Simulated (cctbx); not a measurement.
## Occupancies in AsN2

Cell a = 4.6480 Å, b = 4.6480 Å, c = 5.5460 Å, α = 90.00°, β = 90.00°, γ = 90.00°; space group I4/mcm (no. 140); nominal formula AsN2.

The data are simulated with cctbx, not measured: Mo Kα, λ = 0.71073 Å, to d = 0.65 Å, 70 % of the full sphere, strongest reflection 40000 counts, noise from counting, a 1.5 % proportional error and a noise floor of 8 counts (s.d.); no absorption.

With every site full:

```text
Rint 0.014, 72 unique reflections to 0.66 A
cycle     R1     wR2    GooF  max shift (A)
   1  0.0977  0.2160  22.483   0.00232
   2  0.0068  0.0170   1.769   0.00000
final R1 0.0068 wR2 0.0170 GooF 1.769  parameters 6  data/parameter 12.0
atom        x        y        z      Ueq    occ   su(xyz)  su(Uiso or U11)
As1    0.00000  0.00000  0.75000   0.0111  1.000  0.00000  0.0001
N1     0.11395  0.38605  0.00000   0.0157  1.000  0.00028  0.0004
difference map: max 0.23 min -0.38 rms 0.07
Q1    0.0000  0.0000  0.2500    4    0.23  0.00 A from As1
Q2    0.0000  0.5000  0.1901    8    0.20  1.29 A from N1
Q3    0.1241  0.3759  0.2977   16    0.17  1.58 A from N1
Q4    0.0776  0.4224  0.5000    8    0.16  0.91 A from N1
Q5    0.1095  0.1745  0.0844   32    0.14  1.09 A from N1
Q6    0.2205  0.2795  0.2055   16    0.14  1.34 A from N1
```

With the occupancies of the suspect sites free, each still typed as its main element:

```text
Rint 0.014, 72 unique reflections to 0.66 A
cycle     R1     wR2    GooF  max shift (A)
   1  0.0234  0.0619   6.489   0.00216
   3  0.0038  0.0083   0.875   0.00005
final R1 0.0039 wR2 0.0083 GooF 0.874  parameters 7  data/parameter 10.3
atom        x        y        z      Ueq    occ   su(xyz)  su(Uiso or U11)
As1    0.00000  0.00000  0.75000   0.0113  1.000  0.00000  0.0001
N1     0.11433  0.38567  0.00000   0.0134  0.941  0.00014  0.0003
su of occupancy N1: 0.004
difference map: max 0.19 min -0.09 rms 0.04
Q1    0.0000  0.5000  0.1843    8    0.20  1.27 A from N1
Q2    0.0689  0.4311  0.5000    8    0.14  0.88 A from N1
Q3    0.1264  0.3736  0.3083   16    0.13  1.54 A from N1
Q4    0.2231  0.2769  0.0000    8    0.11  0.72 A from N1
Q5    0.1079  0.1621  0.0876   32    0.11  1.15 A from N1
Q6    0.2215  0.2785  0.1989   16    0.10  1.31 A from N1
```

**Question.** What is the disorder?

X-rays count electrons. N1 refines to 0.941(0.004), or 6.6 electrons; the site truly holds 0.94 N, 6.6 electrons, which is 0.940 of N. A value under 1 can't tell vacancies from a lighter guest, and one over 1 needs a heavier guest; chemistry or a second radiation must settle which. Occupancy correlates with U and the scale, so the match is approximate.

Freeing them takes R1 from 0.0068 to 0.0039 and GooF from 1.77 to 0.87.

The model was made for the exercise: a known structure type with other elements put in, its volume estimated, not relaxed; displacement parameters are assumed.

[Middle refinement cycles are left out of these outputs.]

[Logs are printed without paths, hosts, clocks, repeated set-up lines and the standing remarks that a program may print on its own settings, such as how far it seeks lower states.]
